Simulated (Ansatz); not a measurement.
# ZnIn2 (built on the sites of a database entry of MgB2): phonons and vibrational spectra

Wanted: vibrations and spectra of ZnIn2 (built on the sites of a database entry of MgB2); the cell is already relaxed. After the zone centre comes a 1×1×2 q mesh on a 12×12×16 k mesh.

Program: Ansatz 0.2.0. Level of theory: DFT PBEsol, scalar-relativistic, plane waves, norm-conserving pseudopotentials. Results are calculated unless marked as measured.

The structure was built from a prototype and need not be the compound's stable phase.

## 1. The structure

The structure is hexagonal, space group P6/mmm (No. 191). The conventional cell has a = 5.149 Å, b = 5.149 Å, c = 2.990 Å, α = 90.00°, β = 90.00°, γ = 120.00°. Nearest to Zn lie 2 Zn at 2.99 Å and 12 In at 3.33 Å. Nearest to In lie 5 In at 2.97 to 2.99 Å and 6 Zn at 3.33 Å. Farther neighbours are not listed.

## 2. Linear response at the zone centre

The cell comes from relaxations at this level that are not shown. The zone centre comes first: it holds the modes that light can see, as far as symmetry allows. No field response is asked, since the mesh shows no gap.

File input.yaml:

```yaml
crystal:
  lattice:
    - [5.149492037, 4.0657e-06, 0.0]
    - [-2.5747495395, 4.4595888878, 0.0]
    - [0.0, 0.0, 2.9900494017]
  atoms:
    - { symbol: Zn, position: [0.0, 0.0, 0.0] }
    - { symbol: In, position: [0.3333333333, 0.6666666667, 0.5] }
    - { symbol: In, position: [0.6666666667, 0.3333333333, 0.5] }
kpoints:
  mp_grid: { grid: [12, 12, 16] }
hamiltonian:
  xc: pbesol
  pseudopotentials: { kind: nc }
scf:
  occupations: { method: methfessel_paxton, width: 0.2 }
output:
  eigenvalues: true
phonons:
  method: dfpt
```

On the command line:

```console
> ansatz run input.yaml --threads 8 --pin off --max-ram 14336MiB --backend cpu --events-out ev --progress --plain --runs-dir out
```

Numbers of over 12 decimals in the logs are rounded to 6 here.

The log of the run:

```text
Engine: ansatz 0.2.0, aarch64-unknown-linux-gnu
Pseudopotentials: kind: nc
Pseudopotential: Zn, nc, valence charge 20, recommended cutoff 1142.878222 eV (normal), Zn.nc.azcp (PseudoDojo's, or run here from an input of PseudoDojo's: the run reads no file of this project's for it)
Pseudopotential: In, nc, valence charge 13, recommended cutoff 952.398519 eV (normal), In.nc.azcp (PseudoDojo's, or run here from an input of PseudoDojo's: the run reads no file of this project's for it)
Functional definition: PBEsol
  exchange = pbesol_x
  correlation = pbesol_c
Crystal: 3 atoms, lattice volume = 68.665 Å³
Basis set: ecut = 1142.878222 eV, 6035 PW (Γ), exchange–correlation on 120×120×72 points (8 copies of the dense FFT grid, shifted against one another)
Bands: 28, of which v1, the nominal top of the filled ones, is band 23 counted from 1 (22 counted from 0)
Symmetry: 24 space group operations
k-points: 632 of 2304 (irreducible under 2 space group operations, time reversal used)
Non-local potential: Zn, projectors of the file, l = 0: 2, l = 1: 2, l = 2: 2
Non-local potential: In, projectors of the file, l = 0: 2, l = 1: 2, l = 2: 2
Initial density: superposition of atomic densities (chi_scale 0.1, normalization cell, long waves kept (reshape's long-wave potential 0.00 eV rms))
Initial wavefunctions: pseudopotential atomic-orbital guess
Functional: x = pbesol(κ = 0.804, μ = 0.123457), c = pbesol(β = 0.046)
SCF iter   1: F=—  HF=-9292.566638 eV  |F-HF|=—  |Δ(HF+E_count)|=         —  Δρ=2.07e-2  dr2=3.52e-1  ethr=3.10e-3  ⟨swp⟩=5.2  Hψ=68072  notcnv=0
preconditioner: auto → Kerker (q_TF=auto, 2.552 Å⁻¹)  [metal: Δε(μ)=0.009 eV  Ē_g=13.606 eV  σ=0.200 eV  W_gap=0.04  n_scr=26 (ndim 8)  ℏωp=27.6 eV  f_vac=0.000  D(μ)=1.05/eV (n_scr^D=6)]
SCF iter   2: F=—  HF=-9292.473477 eV  |F-HF|=—  |Δ(HF+E_count)|=   9.32e-2  S|Δr|=    0.00e0  Δρ=1.22e-2  dr2=1.24e-1  ethr=7.65e-4  ⟨swp⟩=1.0  Hψ=22753  notcnv=0
SCF iter   3: F=—  HF=-9292.437214 eV  |F-HF|=—  |Δ(HF+E_count)|=   3.63e-2  S|Δr|=    0.00e0  Δρ=3.92e-3  dr2=4.98e-3  ethr=2.70e-4  ⟨swp⟩=2.2  Hψ=25111  notcnv=0  defer=1
SCF iter   4: F=—  HF=-9292.437336 eV  |F-HF|=—  |Δ(HF+E_count)|=   1.22e-4  S|Δr|=    0.00e0  Δρ=2.20e-3  dr2=1.51e-3  ethr=1.08e-5  ⟨swp⟩=2.2  Hψ=29143  notcnv=0  defer=5
SCF iter   5: F=—  HF=-9292.436862 eV  |F-HF|=—  |Δ(HF+E_count)|=   4.74e-4  S|Δr|=    0.00e0  Δρ=6.25e-4  dr2=1.01e-4  ethr=3.29e-6  ⟨swp⟩=2.5  Hψ=30760  notcnv=0  defer=6
SCF iter   6: F=—  HF=-9292.436844 eV  |F-HF|=—  |Δ(HF+E_count)|=   1.77e-5  S|Δr|=    0.00e0  Δρ=2.69e-4  dr2=2.74e-5  ethr=2.19e-7  ⟨swp⟩=2.6  Hψ=30751  notcnv=0  defer=9
SCF iter   7: F=—  HF=-9292.436857 eV  |F-HF|=—  |Δ(HF+E_count)|=   1.30e-5  S|Δr|=    0.00e0  Δρ=5.94e-5  dr2=1.54e-6  ethr=5.96e-8  ⟨swp⟩=2.1  Hψ=28223  notcnv=0  defer=9
SCF iter   8: F=—  HF=-9292.436579 eV  |F-HF|=—  |Δ(HF+E_count)|=   2.78e-4  S|Δr|=    0.00e0  Δρ=2.13e-5  dr2=1.86e-7  ethr=3.36e-9  ⟨swp⟩=3.3  Hψ=42479  notcnv=0  defer=26
SCF iter   9: F=—  HF=-9292.436579 eV  |F-HF|=—  |Δ(HF+E_count)|=   7.24e-8  S|Δr|=    0.00e0  Δρ=3.66e-6  dr2=2.75e-9  ethr=4.05e-10  ⟨swp⟩=2.1  Hψ=32149  notcnv=0  defer=26
SCF iter  10: F=—  HF=-9292.436579 eV  |F-HF|=—  |Δ(HF+E_count)|=  4.00e-11  S|Δr|=    0.00e0  Δρ=1.56e-6  dr2=7.50e-10  ethr=5.98e-12  ⟨swp⟩=3.2  Hψ=35790  notcnv=0  defer=26
SCF iter  11: F=—  HF=-9292.436579 eV  |F-HF|=—  |Δ(HF+E_count)|=  2.62e-10  S|Δr|=    0.00e0  Δρ=3.28e-7  dr2=3.80e-11  ethr=1.63e-12  ⟨swp⟩=2.0  Hψ=30802  notcnv=0  defer=26
SCF iter  12: F=-9292.436579 eV  HF=-9292.436579 eV  |F-HF|=1.82e-12  |Δ(HF+E_count)|=  1.09e-11  S|Δr|=    0.00e0  Δρ=3.02e-8  dr2=3.71e-13  ethr=1.00e-12  ⟨swp⟩=12.6  Hψ=122257  notcnv=0
SCF 1 converged in 12 iterations: F = -9292.436579 eV  dr2 = 3.71e-13
DFPT response loops at Γ: preconditioner auto → Kerker (q_TF=auto, 2.552 Å⁻¹) (partly filled bands, converged f_vac=0.000); β = 1.00, the filter's whole step (`scf.mixing.beta` (0.50) is not read by the response loops under this deck's `scf.mixing.preconditioner`; to damp them name `kerker` or `kerker_dos`, under which they read `scf.mixing.beta`, and type it under 1.00, their step now; both keys bind the ground state too); Broyden in place of MSR1
SCF converged after 12 iterations
Stability not checked: this state was not tested for a lower state beside it, because cold or Methfessel-Paxton smearing, or corrected tetrahedra, fill the levels in a way that the test cannot read (fill_not_monotonic; see scf.lower_state_search)
Free energy (F): -9292.436579 eV
Harris-Foulkes:  -9292.436579 eV  (|F-HF|=1.82e-12)
Internal energy: -9292.438849 eV  (E = F + TS)
E sigma→0 (E₀):  -9292.437146 eV
Entropy (-TS):   0.002270 eV (0.757 meV/atom)
Fermi energy:    11.068458 eV
--- Per-component energies (eV) ---
  E_band       = -613.288245
  E_kinetic    = 4778.528387
  E_local      = -8046.395696  (includes V_loc(G=0)·N_el)
  E_nonlocal   = -2102.541719
  E_hartree    = 3034.246732
  E_xc         = -1683.643472
  E_vxc        = -1311.372739  (∫ρ·V_xc dr)
  E_ewald      = -5272.633080
  E_smearing   = 0.002270  (= −TS)
  E_closure    = 0.000000  (closes the sum)
  Σ components = -9292.436579   (vs F -9292.436579, Δ=0.00e0)
--- Band table (eV; the first three rows and the last of 632) ---
  k-point 0: bands = [... 19 lower, 4.3088, 8.5483, 9.5511, 10.0059, 10.0059, 10.7854, 10.7854, 18.2153, ... 1 higher]
  k-point 1: bands = [... 19 lower, 4.2981, 8.6060, 9.6025, 10.0771, 10.0771, 10.8629, 10.8629, 17.2697, ... 1 higher]
  k-point 2: bands = [... 19 lower, 4.2681, 8.7814, 9.7575, 10.2883, 10.2883, 11.0930, 11.0930, 15.5812, ... 1 higher]
  k-point 631: bands = [... 19 lower, 7.1588, 8.1841, 8.8517, 9.7678, 9.9881, 10.4926, 14.9130, 15.8472, ... 1 higher]
--- Phonons (Γ-DFPT): 4 representative perturbations + reference, on 632 of 2304 k-points (Σ response iterations 12) ---
  k mesh reduced under 2 symmetry operations, with k and −k counted as one. Each operation leaves every solved perturbation unchanged. A smaller set is not used because it would not reduce the number of displacements times k-points to solve
  ASR residual: 1.933e-4 → 0.000e0 eV/Å²; symmetrization residual: 4.907e-4 eV/Å²
  ASR residual per site (eV/Å²): 1.93e-4 3.93e-5 3.93e-5
  Γ frequencies (cm⁻¹): -35.38 -25.43 0.00 0.00 0.00 59.97 59.97 122.53 122.53
  non-analytic LO–TO correction: not included (Born effective charges unavailable; polar crystals: no LO–TO splitting at Γ)
```

Run time: 3.9 min. Hardware: 8 threads of Arm Neoverse V2, shared host; peak memory 9.5 GiB; 30 min of CPU time.

Reading the cycles: dr2 is the Hartree energy of the density residual (eV), the measure of convergence; HF is the Harris–Foulkes estimate of the energy, which meets the free energy F at convergence.

This step gave:

| Quantity | Value |
| --- | --- |
| volume per atom | 22.89 Å³ |
| gap on the k-mesh | 0 eV |
| sum-rule residual before enforcement | 1.93e-4 eV/Å² |
| point group | 6/mmm |
| highest optical mode at the zone centre (no LO-TO term) | 122.5 cm⁻¹ |
| lowest optical zone-centre mode | -35.38 cm⁻¹ |

Patterns of degenerate modes are one choice out of their space. Modes at Γ, with each element's share of the kinetic energy (negative means imaginary):

```tsv
mode	frequency (cm⁻¹)	symmetry	Zn %	In %
1	-35.4	B1g	0	100
2	-25.4	A2u	78	22
3	0.0	acoustic	22	78
4	0.0	acoustic	22	78
5	0.0	acoustic	22	78
6	60.0	E1u	78	22
7	60.0	E1u	78	22
8	122.5	E2g	0	100
9	122.5	E2g	0	100
```

Displacements in mode 1 (-35.4 cm⁻¹), the largest set to 1:
```
Zn1  0.00  0.00  0.00
In2  0.00  0.00  1.00
In3  0.00  0.00 -1.00
```

Displacements in mode 8 (122.5 cm⁻¹), the largest set to 1:
```
Zn1  0.00  0.00  0.00
In2  1.00  0.00  0.00
In3 -1.00  0.00  0.00
```

Before it was imposed, the acoustic sum rule was missed by 1.9e-4 eV/Å². Small misses are needed for a sound result but don't prove that mesh and cutoff are converged. The lowest optical mode is imaginary, 35.4i cm⁻¹, so the energy falls along it.

## 3. Response at finite wavevector

The mesh has a single point along some directions, so zone-edge points there are not solved. Linear response on a 1×1×2 q mesh gives force constants as far as a supercell of that size would.

input.yaml: that of step 2 with these lines changed.

```diff
@@ -20 +20,9 @@
   method: dfpt
+  qmesh: [1, 1, 2]
+  temperatures: { t_max: 1000, t_step: 50 }
+  qpath:
+    path:
+      - [[0.0, 0.0, 0.0], [0.5, 0.0, 0.0], [0.33333333, 0.33333333, 0.0], [0.0, 0.0, 0.0], [0.0, 0.0, 0.5], [0.5, 0.0, 0.5], [0.33333333, 0.33333333, 0.5], [0.0, 0.0, 0.5]]
+      - [[0.5, 0.0, 0.5], [0.5, 0.0, 0.0]]
+      - [[0.33333333, 0.33333333, 0.5], [0.33333333, 0.33333333, 0.0]]
+    npoints: 10
```

The log of the run:

```text
Warning: phonons: the dynamical matrix that this run interpolates holds no multipole term above the dipole-dipole one, and a site of this crystal is no centre of inversion, so its interpolated transverse optical and acoustic branches and sound speeds can stay off near Gamma, and the density of states and the thermodynamics with them. What a run solves at a wave vector of phonons.qpoints, Gamma apart, where the deck admits one, is free of this, and under fd what a larger phonons.supercell samples
[...]
Crystal: 3 atoms, lattice volume = 68.665 Å³
Basis set: ecut = 1142.878222 eV, 6035 PW (Γ), exchange–correlation on 120×120×72 points (8 copies of the dense FFT grid, shifted against one another)
Bands: 28, of which v1, the nominal top of the filled ones, is band 23 counted from 1 (22 counted from 0)
[... 1 set-up line as in the run before ...]
k-points: 171 of 2304
[...]
SCF iter   1: F=—  HF=-9292.566672 eV  |F-HF|=—  |Δ(HF+E_count)|=         —  Δρ=2.07e-2  dr2=3.52e-1  ethr=3.10e-3  ⟨swp⟩=5.2  Hψ=18474  notcnv=0
[...]
SCF iter  12: F=-9292.436579 eV  HF=-9292.436579 eV  |F-HF|=3.64e-12  |Δ(HF+E_count)|=  1.27e-11  S|Δr|=    0.00e0  Δρ=3.19e-8  dr2=4.11e-13  ethr=1.00e-12  ⟨swp⟩=12.6  Hψ=33048  notcnv=0
SCF 1 converged in 12 iterations: F = -9292.436579 eV  dr2 = 4.11e-13
[...]
iter 1 solved again at ethr=7.65e-8 eV; its pass at ethr=3.10e-3 eV (dr2=3.52e-5 eV) is discarded
SCF iter   1: F=—  HF=-9292.436839 eV  |F-HF|=—  |Δ(HF+E_count)|=         —  Δρ=2.47e-6  dr2=7.89e-10  ethr=7.65e-8  ⟨swp⟩=5.6  Hψ=41295  notcnv=0
eigensolver tolerance schedule: the retry pair's looser diagonalisation over-reported the residual by 44561.49 of it (diagonalisation noise at an unbounded share of the residual, at the tolerance the schedule requests for it); recorded, not acted on — ethr = c·dr2/N_el stays at c = 1.0e-1
[...]
SCF iter   2: F=—  HF=-9292.436579 eV  |F-HF|=—  |Δ(HF+E_count)|=   2.60e-4  S|Δr|=    0.00e0  Δρ=1.57e-6  dr2=3.54e-10  ethr=1.72e-12  ⟨swp⟩=5.8  Hψ=18776  notcnv=0
[...]
SCF iter   7: F=-9292.436579 eV  HF=-9292.436579 eV  |F-HF|=5.46e-12  |Δ(HF+E_count)|=    0.00e0  S|Δr|=    0.00e0  Δρ=2.40e-7  dr2=7.51e-12  ethr=1.00e-12  ⟨swp⟩=2.0  Hψ=8517  notcnv=0
SCF 2 converged in 7 iterations: F = -9292.436579 eV  dr2 = 7.51e-12
phonons: the bands overlap, so this run is a metal and interpolates without the dipole-dipole term. If the crystal is really an insulator or semiconductor, its LO-TO splitting is missing
NSCF: frozen V_eff on 171 k-points
WARN: eigensolver did not converge (k=57): 1 band(s) unlocked after 2 eigensolves, warm-restarted (20 sweeps on the last) at ethr=2.09e-12 eV (storage-precision floor; scheduled 1.00e-12 eV) (lowest unlocked band 27, counted from 0; max residual 1.10e-5 eV among the unlocked bands, 1.10e-5 eV over every band; other slots of this pass that fall short are told together in one closing line; warning suppressed until the next SCF loop or pass starts)
WARN: eigensolver did not converge in 2 slots of this pass, the one above among them; of largest residual over every band (k=65): 1 band(s) unlocked (lowest unlocked band 27, counted from 0; max residual 8.73e-4 eV among the unlocked bands, 8.73e-4 eV over every band); of lowest unlocked band (k=57): band 27
[...]
DFPT response loops at q = (0, 0, 0) (fractional): preconditioner auto → Kerker (q_TF=auto, 2.552 Å⁻¹) (partly filled bands, converged f_vac=0.000); β = 1.00, the filter's whole step (`scf.mixing.beta` (0.50) is not read by the response loops under this deck's `scf.mixing.preconditioner`; to damp them name `kerker` or `kerker_dos`, under which they read `scf.mixing.beta`, and type it under 1.00, their step now; both keys bind the ground state too); Broyden in place of MSR1
[...]
SCF converged after 12 iterations
[...]
Free energy (F): -9292.436579 eV
[...]
Internal energy: -9292.438849 eV  (E = F + TS)
E sigma→0 (E₀):  -9292.437146 eV
Entropy (-TS):   0.002270 eV (0.757 meV/atom)
Fermi energy:    11.068458 eV
[...]
--- Band table (eV; the first three rows and the last of 171) ---
  k-point 0: bands = [... 19 lower, 4.3088, 8.5483, 9.5511, 10.0059, 10.0059, 10.7854, 10.7854, 18.2153, ... 1 higher]
  k-point 1: bands = [... 19 lower, 4.2981, 8.6060, 9.6025, 10.0771, 10.0771, 10.8629, 10.8629, 17.2697, ... 1 higher]
  k-point 2: bands = [... 19 lower, 4.2681, 8.7814, 9.7575, 10.2883, 10.2883, 11.0930, 11.0930, 15.5812, ... 1 higher]
  k-point 170: bands = [... 19 lower, 8.0868, 8.0868, 9.1058, 9.1377, 9.1377, 9.9716, 15.7627, 16.9085, ... 1 higher]
--- Phonons (Γ-DFPT): 4 representative perturbations + reference (Σ response iterations 11) ---
  ASR residual: 2.627e-4 → 0.000e0 eV/Å²; symmetrization residual: 1.318e-4 eV/Å²
  ASR residual per site (eV/Å²): 2.63e-4 1.74e-4 1.74e-4
  Γ frequencies (cm⁻¹): -35.37 -25.41 0.00 0.00 0.00 59.98 59.98 122.53 122.53
--- Phonons (arbitrary-q DFPT): 2 irreducible q on the 1×1×2 mesh ---
  q = [0.0000, 0.0000, 0.0000] (star 1, of the zone-centre solve; hermiticity 7.90e-5, symmetrization 1.26e-6): -35.37 -25.41 -0.00 -0.00 -0.00 59.98 59.98 122.53 122.53
  q = [0.0000, 0.0000, -0.5000] (star 1, 4 solved perturbations in 1674 linear systems a pass and spin channel, the states on 666 of 2304 k-point pairs; hermiticity 1.38e-7, symmetrization 8.24e-8, the responses' own estimated error 1.2e-4 eV/Å²): -30.02 -30.02 41.49 41.49 57.35 106.91 106.91 127.02 147.35
  sum rule: each row above includes the acoustic sum rule's correction from the zone centre's row sums; it moved no ω² by more than (1.05 cm⁻¹)²
  mesh force constants: q→R imaginary residual 0.00e0; ASR residual 2.627e-4 → 0.000e0 eV/Å²; symmetrization residual 5.329e-15 eV/Å²
  interpolated dispersion: 93 rows × 9 modes
  density of states and harmonic sums: on the 14×14×22 q-mesh, interpolated from the force constants of a 1×1×2 supercell (no non-analytic term)
  largest difference from the sums on the solved wave vectors: F 7.39e-1 eV, S 9.92e-4 and C_V 2.54e-4 eV/K
  zero-point energy: 0.036939 eV/cell   skipped modes (ω ≤ 0): 218, of them read as no rigid motion or as one in doubt: 215 (5.619e-1 modes/cell left out, lowest -35.37 cm⁻¹)   left out of the sums: 6.25e-2 of the cell's modes: C_V's classical limit lies that fraction below 3 k_B per atom; for a crystal, a wire or a layer, F and S can be off by more, and a phonons.interpolated_qmesh denser along its periods is the remedy for the sampling
```

Wall time 5.1 min (8 threads); peak memory 9.1 GiB.

Numbers from this step:

* sum-rule residual before enforcement: 2.63e-4 eV/Å²
* lowest optical zone-centre mode: -35.37 cm⁻¹
* lowest mode on the q mesh (acoustic modes at Γ apart): -35.37 cm⁻¹
* highest frequency at a solved wavevector (no LO-TO term at Γ): 147.3 cm⁻¹

Frequencies (cm⁻¹) solved at each irreducible wavevector; negative means imaginary. Frequencies by wavevector, by row:

```tsv
q in reciprocal lattice units	star	mode 1	mode 2	mode 3	mode 4	mode 5	mode 6	mode 7	mode 8	mode 9
0 0 0	1	-35.4	-25.4	0	0	0	60	60	122.5	122.5
0 0 -0.5	1	-30	-30	41.5	41.5	57.4	106.9	106.9	127	147.3
```

Symmetry leaves 2 wavevectors to solve. The lowest mode among them, the acoustic zeros apart, lies at Γ and is imaginary, 35.4i cm⁻¹, so the energy falls along it.

## 4. Isotope substitution, element In, natural mass 114.818 amu

An isotope changes the mass and not the force constants, so no new electronic calculation is needed; the shifts show which modes move this element.

The same force constants with the mass of In changed from 114.818 to 112.904 u (phonopy, no LO-TO term). Both lists are sorted by frequency; levels can cross, so a row need not hold one and the same mode. Modes under 3 cm⁻¹ are left out. Isotope shifts, by row:

```tsv
q	rank	natural mass (cm⁻¹)	changed mass (cm⁻¹)
0 0 0	1	-35.37	-35.67
0 0 0	2	-25.41	-25.46
0 0 0	6	59.98	60.09
0 0 0	7	59.98	60.09
0 0 0	8	122.5	123.6
0 0 0	9	122.5	123.6
0 0 -0.5	1	-30.02	-30.27
0 0 -0.5	2	-30.02	-30.27
0 0 -0.5	3	41.49	41.49
0 0 -0.5	4	41.49	41.49
0 0 -0.5	5	57.35	57.35
0 0 -0.5	6	106.9	107.8
0 0 -0.5	7	106.9	107.8
0 0 -0.5	8	127	128.1
0 0 -0.5	9	147.3	148.6
```

A mode of this element alone would shift by +0.84 %. The highest zone-centre frequency without the field goes from 122.5 to 123.6 cm⁻¹ (+0.8 %).

## 5. Isotope substitution, element Zn, natural mass 65.38 amu

The same for Zn, from 65.38 to 67.92 u.

A mode of this element alone would shift by -1.89 %. The highest zone-centre frequency without the field goes from 122.5 to 122.5 cm⁻¹ (+0.0 %).

## 6. What came out

| Item | Value |
| --- | --- |
| space group (within 0.01 Å) | P6/mmm |
| volume per atom | 22.9 Å³ |
| electronic character | no gap on this mesh |
| highest optical mode at the zone centre (no LO-TO term) | 123 cm⁻¹ |
| lowest optical zone-centre mode | -35.4 cm⁻¹ |
| lowest mode on the q mesh (acoustic modes at Γ apart) | -35.4 cm⁻¹ |
| imaginary modes on the 1×1×2 q mesh | yes |

In words: Modes are clearly imaginary (beyond 10i cm⁻¹) at 2 of the 2 irreducible wavevectors, most at Γ (35.4i cm⁻¹), so this structure is not a minimum of the energy. The optical modes at Γ span -35 to 123 cm⁻¹ (negative means imaginary). The highest mode in this list at Γ, 122.5 cm⁻¹, is mostly motion of In (100 % of the kinetic energy). The q mesh is too sparse to interpolate, so only the solved wavevectors are given. With no gap, or one that is small against the smearing, the frequencies hang on the k mesh and the smearing, most of all near Kohn anomalies. A phonon run warned that its eigensolver left some bands unconverged in a pass. The starting cell was built on a prototype and not taken from a measurement, so the phase need not exist. These are harmonic frequencies at zero temperature: anharmonic shifts, linewidths and thermal expansion are left out.

[Logs are printed without paths, hosts, clocks, repeated set-up lines and the standing remarks that a program may print on its own settings, such as how far it seeks lower states.]

[Hosts, paths, dates, database ids (printed as entryN), source tags and the programs' standing remarks are cut or masked in the printed files.]
